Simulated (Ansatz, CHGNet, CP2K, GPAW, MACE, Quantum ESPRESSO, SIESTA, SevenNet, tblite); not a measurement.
**How far do other methods lie from plane waves? Ti3C2O2 MXene, 1 layer (61 atoms)**

Aim: forces of Ti3C2O2 MXene, 1 layer (61 atoms) at one geometry, from other programs and methods, against plane-wave PBE.

Results are calculated, not measured.

### Step 1. The structure

The cell holds 61 atoms (25 Ti, 18 C and 18 O), with edges of 9.12, 9.12 and 20.90 Å. Recipe: 1 layer of Ti3C2O2 MXene (a = 3.04 Å), 3 x 3 cells; 14 Å of vacuum; 2 Ti removed at random; every coordinate displaced by a Gaussian of 0.03 Å. Then every atom was moved at random, 0.03 Å r.m.s. a Cartesian component.

### Step 2. The reference input

Quantum ESPRESSO 7.5: Kohn-Sham DFT, PBE, SSSP efficiency 1.3.0 pseudopotentials, plane waves. Its input, pw.in:

```
&control
  calculation = 'scf'
  pseudo_dir = './pseudo'
  outdir = './tmp'
  disk_io = 'none'
  tprnfor = .true.
/
&system
  ibrav = 0
  nat = 61
  ntyp = 3
  ecutwfc = 60
  ecutrho = 480
  nosym = .true.
  occupations = 'smearing'
  smearing = 'fd'
  degauss = 0.003675
/
&electrons
  conv_thr = 3.0e-07
  electron_maxstep = 100
  mixing_beta = 0.2
  mixing_mode = 'local-TF'
  diagonalization = 'david'
/
ATOMIC_SPECIES
Ti 47.867 Ti.upf
C 12.011 C.upf
O 15.999 O.upf
CELL_PARAMETERS angstrom
9.12000 0.00000 0.00000
-4.56000 7.89815 0.00000
0.00000 0.00000 20.90000
ATOMIC_POSITIONS crystal
Ti 0.99345 0.99194 0.50112
C 0.10953 0.21856 0.56017
C 0.22485 0.11713 0.43732
Ti 0.11343 0.21919 0.37722
[... 55 atom lines left out ...]
O 0.66801 0.66333 0.66345
O 0.66296 0.66511 0.33422
K_POINTS gamma
```

```console
$ OMP_NUM_THREADS=1 mpirun -np 4 pw.x -in pw.in > output.txt
```

Run time: 7.5 min. Hardware: 4 MPI ranks of Arm Neoverse V1, shared host; peak memory 4.8 GiB; 30 min of CPU time.

It converged with an r.m.s. force component of 1.2 eV/Å.

### Step 3. What was run beside it

- CHGNet: machine-learned potential, published weights.
- CP2K 2026.2: Gaussian basis with GTH pseudopotentials and a plane-wave density; labels give functional, basis (MOLOPT sets; SR short-range, UZH the newer set with its own potentials), grid cutoff/relative cutoff and solver (OT: orbital transformation; TRS4, TC2, SIGN: linear-scaling purification with its sparsity filter), or its built-in tight binding.
- GPAW 26.7.0: PAW with atomic orbitals (LCAO), plane waves or a real-space grid of spacing h.
- MACE: machine-learned potential, published weights.
- SIESTA 5.4.2: numerical atomic orbitals, whose automatically made sets are far from complete, with PseudoDojo norm-conserving potentials that we converted to its format (checked against plane waves on the same files for H, C, O, Si, Ge and Ca alone); labels give functional, basis size, energy shift and mesh cutoff.
- SevenNet: machine-learned potential, published weights.
- tblite 0.8.0: extended tight binding, driven from Python.

All use the same cell and atoms, and the electronic-structure runs the same k-mesh.

### Step 4. All runs compared

Differences are against the reference: forces as r.m.s. over components, share as that over the reference's r.m.s. force, slope as the fitted ratio of a run's forces to the reference's.

| run | Δ force, r.m.s. (meV/Å) | share (%) | slope | cores | CPU time | memory (GiB) |
| --- | --- | --- | --- | --- | --- | --- |
| reference | - | - | - | 4 | 30 min | 4.8 |
| CHGNet 0.3.0 potential | 497 | 40.1 | 0.806 | 1 | 4.3 s | 0.96 |
| CP2K LDA, DZVP-MOLOPT-SR, 800/50 Ry, diagonalisation | 219 | 17.6 | 1.035 | 4 | 11 min | 8.7 |
| CP2K PBE, DZVP-MOLOPT-SR, 400/50 Ry, diagonalisation (coarse) | 44.7 | 3.60 | 1.006 | 2 | 11 min | 3.1 |
| CP2K PBE, DZVP-MOLOPT-SR, 800/50 Ry, diagonalisation | 25.3 | 2.04 | 1.004 | 4 | 14 min | 9.0 |
| CP2K PBE, DZVP-MOLOPT-SR, 800/70 Ry, diagonalisation | 25.3 | 2.04 | 1.004 | 4 | 19 min | 9.0 |
| CP2K PBE, SZV-MOLOPT-SR, 800/50 Ry, diagonalisation (coarse) | 279 | 22.5 | 0.966 | 2 | 7.9 min | 7.2 |
| CP2K PBE, TZVP-MOLOPT (SR for Ti), 800/50 Ry, diagonalisation | 21.4 | 1.73 | 0.994 | 4 | 28 min | 9.9 |
| CP2K RPBE, PBE potentials, DZVP-MOLOPT-SR, 800/50 Ry, diagonalisation | 75.5 | 6.08 | 0.997 | 4 | 14 min | 9.0 |
| GPAW PBE, LCAO dzp, h 0.22 Å (coarse) | 172 | 13.9 | 0.947 | 1 | 6.5 min | 1 |
| MACE MP-0b2 small potential | 558 | 44.9 | 0.726 | 1 | 7 s | 0.67 |
| SIESTA PBE, DZP, shift 0.002 Ry, mesh 500 Ry | 121 | 9.72 | 0.960 | 2 | 19 min | 2.4 |
| SIESTA PBE, DZP, shift 0.01 Ry, mesh 100 Ry (coarse) | 84.2 | 6.78 | 0.998 | 1 | 69 s | 0.42 |
| SIESTA PBE, DZP, shift 0.01 Ry, mesh 500 Ry | 58.2 | 4.69 | 0.988 | 2 | 7.6 min | 1.7 |
| SIESTA PBE, SZ, shift 0.01 Ry, mesh 500 Ry (coarse) | 295 | 23.8 | 1.067 | 1 | 2.3 min | 0.86 |
| SIESTA PBE, TZP, shift 0.01 Ry, mesh 500 Ry | 28.7 | 2.31 | 0.997 | 2 | 10 min | 2.0 |
| SevenNet 0 potential | 592 | 47.7 | 0.748 | 1 | 8.4 s | 0.83 |
| tblite GFN1-xTB | 449 | 36.1 | 0.789 | 1 | 3 s | 0.13 |

Rows marked coarse were listed beforehand as settings not expected to be converged; some can still land near the reference.

Times of the machine-learned potentials are mostly Python's start and the loading of weights.

Runs without a result: GPAW PBE, LCAO dzp, h 0.18 Å (cut off at its time limit); CP2K GFN1-xTB, diagonalisation (not converged); GPAW revPBE, LCAO dzp, h 0.18 Å (cut off at its time limit); GPAW PBE, LCAO szp(dzp), h 0.18 Å (cut off at its time limit).

CPU time is summed over cores on shared hosts, so it is rough.

### Step 5. Findings

Forces lie from 1.7 % (CP2K PBE, TZVP-MOLOPT (SR for Ti), 800/50 Ry, diagonalisation) to 48 % (SevenNet 0 potential) of the reference's r.m.s. force of 1.2 eV/Å away from it. The PBE runs in local orbitals, coarse settings apart, differ by 1.7 % (CP2K PBE, TZVP-MOLOPT (SR for Ti), 800/50 Ry, diagonalisation) to 9.7 % (SIESTA PBE, DZP, shift 0.002 Ry, mesh 500 Ry); basis, grid and potentials can all enter. Tight binding differs by 36 % (tblite GFN1-xTB); it is another model, with fitted parameters of its own, and the xTB methods hold dispersion. Machine-learned potentials differ by 40 % (CHGNet 0.3.0 potential) to 48 % (SevenNet 0 potential); they were trained on other programs' data. Among those trained on PBE data the slope goes as low as 0.73, with a correlation of 0.90, so directions differ as well as sizes.

Rows with another functional or a dispersion term differ by 6.1 % (CP2K RPBE, PBE potentials, DZVP-MOLOPT-SR, 800/50 Ry, diagonalisation) to 18 % (CP2K LDA, DZVP-MOLOPT-SR, 800/50 Ry, diagonalisation), which mixes the change of model with differences of basis and potentials, some of them made for another functional. Runs with settings chosen to be coarse differ by 3.6 % (CP2K PBE, DZVP-MOLOPT-SR, 400/50 Ry, diagonalisation) to 24 % (SIESTA PBE, SZ, shift 0.01 Ry, mesh 500 Ry), their programs' other errors included. From CP2K PBE, DZVP-MOLOPT-SR, 400/50 Ry, diagonalisation to the finer CP2K PBE, DZVP-MOLOPT-SR, 800/70 Ry, diagonalisation the share falls from 3.6 to 2.0 %. From SIESTA PBE, DZP, shift 0.01 Ry, mesh 100 Ry to the finer SIESTA PBE, DZP, shift 0.01 Ry, mesh 500 Ry the share falls from 6.8 to 4.7 %.

**Limits.** Periodic xTB results under one method name differ between programs and library versions. Machine-learned potentials mimic data converged in k, so the reference's own k-point error enters their differences. The runs have no spin polarisation, so moments on Ti can't form, and no Hubbard term. The electronic-structure runs sample only Γ, in a cell whose shortest periodic width is 8 Å, which is coarse for a cell with partly filled levels. The slab repeats along its normal with no dipole correction. The reference's PBE has no dispersion term. Where levels are smeared, the DFT runs use Fermi–Dirac occupations at 580 K (0.05 eV), and energies are free energies. The atoms were displaced at random, and shares hang on the size of the forces that this gives. The reference's cutoffs and mesh weren't converged further here.

[Logs are printed without paths, hosts, clocks, repeated set-up lines and the standing remarks that a program may print on its own settings, such as how far it seeks lower states.]

[Hosts, paths, dates, database ids (printed as entryN), source tags and the programs' standing remarks are cut or masked in the printed files.]

[Cells were taken only where this reference lay near another plane-wave run.]
